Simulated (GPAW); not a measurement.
# Work function of puckered SnSe monolayer at several levels, part 2 of 3

How far do functional and basis move the work function of puckered SnSe monolayer? Where a layer proves gapped, the work function hangs on where the smearing puts the Fermi level, and the band edges take its place.

GPAW 26.7.0; GPAW, PAW setups; layer in a repeated cell with vacuum, relaxation of atoms and in-plane cell (the session's first sound run).

So far, upper work function (eV): step 3 (the slab's potential, PBE, GPAW) 3.98; step 4 (GPAW, PAW setups) 4.12.

## (5) Self-consistent run: xc = "LDA"

Level of this step: GPAW, PAW setups; slab in vacuum (GPAW).

The same geometry under LDA, to see how far the functional moves the levels against the vacuum.

Input file run.py:

```python
import json
import numpy as np
from ase import Atoms
from gpaw import GPAW, PW

slab = Atoms(
    ['Sn', 'Se', 'Se', 'Sn'],
    positions=[
        [0.12237, 0.00000, 9.00000],
        [2.08282, 2.14068, 9.03474],
        [4.28787, 0.00000, 11.71005],
        [2.32754, 2.14068, 11.74479]],
    cell=[[4.41008, -0.0, 0.0], [0.0, 4.28136, 0.0], [0.0, 0.0, 20.7448]],
    pbc=[True, True, False])

slab.calc = GPAW(mode=PW(400), xc='LDA', kpts={'size': (6, 7, 1), 'gamma': True},
                 occupations={'name': 'fermi-dirac', 'width': 0.05}, nbands='200%',
                 convergence={'density': 1e-05}, maxiter=200,
                 poissonsolver={'dipolelayer': 'xy'},
                 symmetry={'tolerance': 1e-3}, txt='slab.txt')
result = {}
energy = slab.get_potential_energy()
fermi = slab.calc.get_fermi_level()
v = slab.calc.get_electrostatic_potential().mean((0, 1)) - fermi
n = slab.calc.get_pseudo_density().mean((0, 1))
L = slab.cell[2, 2]
z = np.arange(len(v)) * L / len(v)
low, high = slab.positions[:, 2].min(), slab.positions[:, 2].max()
below, above = np.interp([low - 6.8, high + 6.8], z, v)
slopes = [np.interp(x, z, np.gradient(v, z)) for x in (low - 6.8, high + 6.8)]
eps = np.array([[slab.calc.get_eigenvalues(k, s) for k in range(len(slab.calc.get_ibz_k_points()))]
                for s in range(slab.calc.get_number_of_spins())]) - fermi
top, bottom = eps[eps < 0].max(), eps[eps > 0].min()
dipole = slab.get_dipole_moment()[2]
print(f'energy {energy:.4f} eV, Fermi level {fermi:.4f} eV, dipole {dipole:.5f} e A')
print(f'potential 6.8 A off the faces, from the Fermi level: lower {below:.4f} eV, upper {above:.4f} eV')
print(f'slope of the potential there: lower {slopes[0]:.5f}, upper {slopes[1]:.5f} eV/A')
print(f'nearest levels on the mesh: {top:.4f} and {bottom:.4f} eV')
print('magnetic moment', round(slab.get_magnetic_moment(), 3))
result.update(energy=energy, fermi=fermi, dipole=dipole, below=below, above=above, slopes=slopes, edges=[top, bottom],
              z=z.tolist(), v=v.tolist(), n=n.tolist(), positions=slab.positions.tolist(),
              forces=slab.get_forces(apply_constraint=False).tolist(), moments=slab.get_magnetic_moments().tolist())
json.dump(result, open('result.json', 'w'))
```

Launch:

```
$ OMP_NUM_THREADS=1 OPENBLAS_NUM_THREADS=1 python run.py
```

The log of the run:

```text
energy -18.5632 eV, Fermi level -1.5182 eV, dipole 0.00017 e A
potential 6.8 A off the faces, from the Fermi level: lower 4.3083 eV, upper 4.3084 eV
slope of the potential there: lower -0.00006, upper 0.00006 eV/A
nearest levels on the mesh: -0.5352 and 0.5232 eV
magnetic moment 0.0
```

The job ended after 69 s (1 thread of Arm Neoverse V2, shared host; peak memory 0.29 GiB).

Numbers from this step:

- dipole along the normal: 1.74e-4 e·Å
- levels nearest the Fermi level on the mesh: -0.5352, 0.5232 eV from the Fermi level
- upper work function: 4.308 eV
- lower work function: 4.308 eV
- upper ionisation energy: 4.844 eV

The highest filled level lies 0.535 eV under the Fermi level, so the ionisation energy from the upper face is 4.308 + 0.535 = 4.844 eV, against 4.555 eV in the base run.

## (6) Self-consistent run: xc = "revPBE"

The same geometry under revPBE, to see how far the functional moves the levels against the vacuum.

run.py, as its differences from that of step 5:

```diff
@@ -15,3 +15,3 @@
 
-slab.calc = GPAW(mode=PW(400), xc='LDA', kpts={'size': (6, 7, 1), 'gamma': True},
+slab.calc = GPAW(mode=PW(400), xc='revPBE', kpts={'size': (6, 7, 1), 'gamma': True},
                  occupations={'name': 'fermi-dirac', 'width': 0.05}, nbands='200%',
```

The log of the run:

```text
energy -15.3673 eV, Fermi level -1.0620 eV, dipole 0.00017 e A
potential 6.8 A off the faces, from the Fermi level: lower 3.8610 eV, upper 3.8610 eV
slope of the potential there: lower -0.00005, upper 0.00005 eV/A
nearest levels on the mesh: -0.5916 and 0.5772 eV
magnetic moment 0.0
```

It took 67 s on 1 thread; peak memory 0.29 GiB.

Numbers from this step:

| Quantity | Value |
| --- | --- |
| dipole along the normal | 1.72e-4 e·Å |
| levels nearest the Fermi level on the mesh | -0.5916, 0.5772 eV from the Fermi level |
| upper work function | 3.861 eV |
| lower work function | 3.861 eV |
| upper ionisation energy | 4.453 eV |

The highest filled level lies 0.592 eV under the Fermi level, so the ionisation energy from the upper face is 3.861 + 0.592 = 4.453 eV, against 4.555 eV in the base run.

## (7) Self-consistent run: xc = "RPBE"

The same geometry under RPBE, to see how far the functional moves the levels against the vacuum.

run.py, as its differences from that of step 6:

```diff
@@ -15,3 +15,3 @@
 
-slab.calc = GPAW(mode=PW(400), xc='revPBE', kpts={'size': (6, 7, 1), 'gamma': True},
+slab.calc = GPAW(mode=PW(400), xc='RPBE', kpts={'size': (6, 7, 1), 'gamma': True},
                  occupations={'name': 'fermi-dirac', 'width': 0.05}, nbands='200%',
```

The log of the run:

```text
energy -15.2187 eV, Fermi level -1.0402 eV, dipole 0.00017 e A
potential 6.8 A off the faces, from the Fermi level: lower 3.8466 eV, upper 3.8466 eV
slope of the potential there: lower -0.00005, upper 0.00005 eV/A
nearest levels on the mesh: -0.5979 and 0.5832 eV
magnetic moment 0.0
```

The job ended after 67 s (1 thread; peak memory 0.29 GiB).

Numbers from this step:

| Item | Value |
| --- | --- |
| dipole along the normal | 1.70e-4 e·Å |
| levels nearest the Fermi level on the mesh | -0.5979, 0.5832 eV from the Fermi level |
| upper work function | 3.847 eV |
| lower work function | 3.847 eV |
| upper ionisation energy | 4.445 eV |

Electrostatic potential energy of an electron (without an applied field's), less the Fermi level, planar mean against z:

```
z (Å)  electrostatic potential energy of an electron (without an applied field's), less the Fermi level, planar mean (eV)
  0.0                                                                                                                3.85
  0.5                                                                                                                3.85
  1.0                                                                                                                3.85
  1.5                                                                                                                3.85
  2.0                                                                                                                3.85
  2.5                                                                                                                3.85
  3.0                                                                                                                3.85
  3.5                                                                                                                3.85
  4.0                                                                                                                3.85
  4.5                                                                                                                3.85
  5.0                                                                                                                3.85
  5.5                                                                                                                3.84
  6.0                                                                                                                3.83
  6.5                                                                                                                3.80
  7.0                                                                                                                3.65
  7.5                                                                                                                3.06
  8.0                                                                                                               0.700
  8.5                                                                                                               -7.98
  9.0                                                                                                               -20.6
  9.5                                                                                                               -9.36
 10.0                                                                                                              -0.152
 10.5                                                                                                                1.28
 11.0                                                                                                               -3.55
 11.5                                                                                                               -17.2
 12.0                                                                                                               -15.5
 12.5                                                                                                               -2.34
 13.0                                                                                                                2.29
 13.5                                                                                                                3.47
 14.0                                                                                                                3.75
 14.5                                                                                                                3.82
 15.0                                                                                                                3.84
 15.5                                                                                                                3.84
 16.0                                                                                                                3.85
 16.5                                                                                                                3.85
 17.0                                                                                                                3.85
 17.5                                                                                                                3.85
 18.0                                                                                                                3.85
 18.5                                                                                                                3.85
 19.0                                                                                                                3.85
 19.5                                                                                                                3.85
 20.0                                                                                                                3.85
 20.5                                                                                                                3.85
```

The highest filled level lies 0.598 eV under the Fermi level, so the ionisation energy from the upper face is 3.847 + 0.598 = 4.445 eV, against 4.555 eV in the base run.

## (8) Self-consistent run: xc = "vdW-DF2"

The same geometry under vdW-DF2, to see how far the functional moves the levels against the vacuum (the van der Waals functionals take revPBE setups).

run.py, as its differences from that of step 7:

```diff
@@ -15,3 +15,3 @@
 
-slab.calc = GPAW(mode=PW(400), xc='RPBE', kpts={'size': (6, 7, 1), 'gamma': True},
+slab.calc = GPAW(mode=PW(400), xc='vdW-DF2', kpts={'size': (6, 7, 1), 'gamma': True},
                  occupations={'name': 'fermi-dirac', 'width': 0.05}, nbands='200%',
```

The log of the run:

```text
energy -347.2269 eV, Fermi level -1.4435 eV, dipole 0.00017 e A
potential 6.8 A off the faces, from the Fermi level: lower 4.3398 eV, upper 4.3398 eV
slope of the potential there: lower -0.00011, upper 0.00011 eV/A
nearest levels on the mesh: -0.5100 and 0.4638 eV
magnetic moment 0.0
```

It took 81 s on 1 thread; peak memory 0.5 GiB.

Numbers from this step:

```
dipole along the normal                    : 1.74e-4 e·Å
levels nearest the Fermi level on the mesh : -0.5100, 0.4638 eV from the Fermi level
upper work function                        : 4.340 eV
lower work function                        : 4.340 eV
upper ionisation energy                    : 4.850 eV
```

The highest filled level lies 0.510 eV under the Fermi level, so the ionisation energy from the upper face is 4.340 + 0.510 = 4.850 eV, against 4.555 eV in the base run.

## (9) Real-space grid: mode = "fd"

A real-space grid is a second complete basis, so it checks the plane-wave result.

run.py, as its differences from that of step 8:

```diff
@@ -3,3 +3,3 @@
 from ase import Atoms
-from gpaw import GPAW, PW
+from gpaw import GPAW
 
@@ -15,3 +15,3 @@
 
-slab.calc = GPAW(mode=PW(400), xc='vdW-DF2', kpts={'size': (6, 7, 1), 'gamma': True},
+slab.calc = GPAW(mode='fd', h=0.18, xc='PBE', kpts={'size': (6, 7, 1), 'gamma': True},
                  occupations={'name': 'fermi-dirac', 'width': 0.05}, nbands='200%',
```

The log of the run:

```text
energy -16.6710 eV, Fermi level -3.9842 eV, dipole 0.00000 e A
potential 6.8 A off the faces, from the Fermi level: lower 3.9842 eV, upper 3.9842 eV
slope of the potential there: lower -0.00000, upper 0.00000 eV/A
nearest levels on the mesh: -0.5691 and 0.5559 eV
magnetic moment 0.0
```

Elapsed: 5.9 min, on 1 thread; peak memory 1.2 GiB.

This step gave:

| Item | Value |
| --- | --- |
| dipole along the normal | 8.36e-8 e·Å |
| levels nearest the Fermi level on the mesh | -0.5691, 0.5559 eV from the Fermi level |
| upper work function | 3.984 eV |
| lower work function | 3.984 eV |
| upper ionisation energy | 4.553 eV |

The highest filled level lies 0.569 eV under the Fermi level, so the ionisation energy from the upper face is 3.984 + 0.569 = 4.553 eV, against 4.555 eV in the base run.

## (10) Atomic orbitals: mode = "lcao"

Atom-centred orbitals end a few angstrom from the surface, which tests how much the density's tail matters.

run.py, as its differences from that of step 9:

```diff
@@ -15,4 +15,4 @@
 
-slab.calc = GPAW(mode='fd', h=0.18, xc='PBE', kpts={'size': (6, 7, 1), 'gamma': True},
-                 occupations={'name': 'fermi-dirac', 'width': 0.05}, nbands='200%',
+slab.calc = GPAW(mode='lcao', basis='dzp', h=0.18, xc='PBE', kpts={'size': (6, 7, 1), 'gamma': True},
+                 occupations={'name': 'fermi-dirac', 'width': 0.05}, nbands='120%',
                  convergence={'density': 1e-05}, maxiter=200,
```

The log of the run:

```text
energy -15.5418 eV, Fermi level -3.9560 eV, dipole -0.00000 e A
potential 6.8 A off the faces, from the Fermi level: lower 3.9560 eV, upper 3.9560 eV
slope of the potential there: lower 0.00000, upper 0.00000 eV/A
nearest levels on the mesh: -0.5840 and 0.5712 eV
magnetic moment 0.0
```

The job ended after 41 s (1 thread; peak memory 0.37 GiB).

This step gave:

- dipole along the normal: -5.12e-7 e·Å
- levels nearest the Fermi level on the mesh: -0.5840, 0.5712 eV from the Fermi level
- upper work function: 3.956 eV
- lower work function: 3.956 eV
- upper ionisation energy: 4.540 eV

(Continued in part 3 of 3.)

[Logs are printed without paths, hosts, clocks, repeated set-up lines and the standing remarks that a program may print on its own settings, such as how far it seeks lower states.]

[Hosts, paths, dates, database ids (printed as entryN), source tags and the programs' standing remarks are cut or masked in the printed files.]
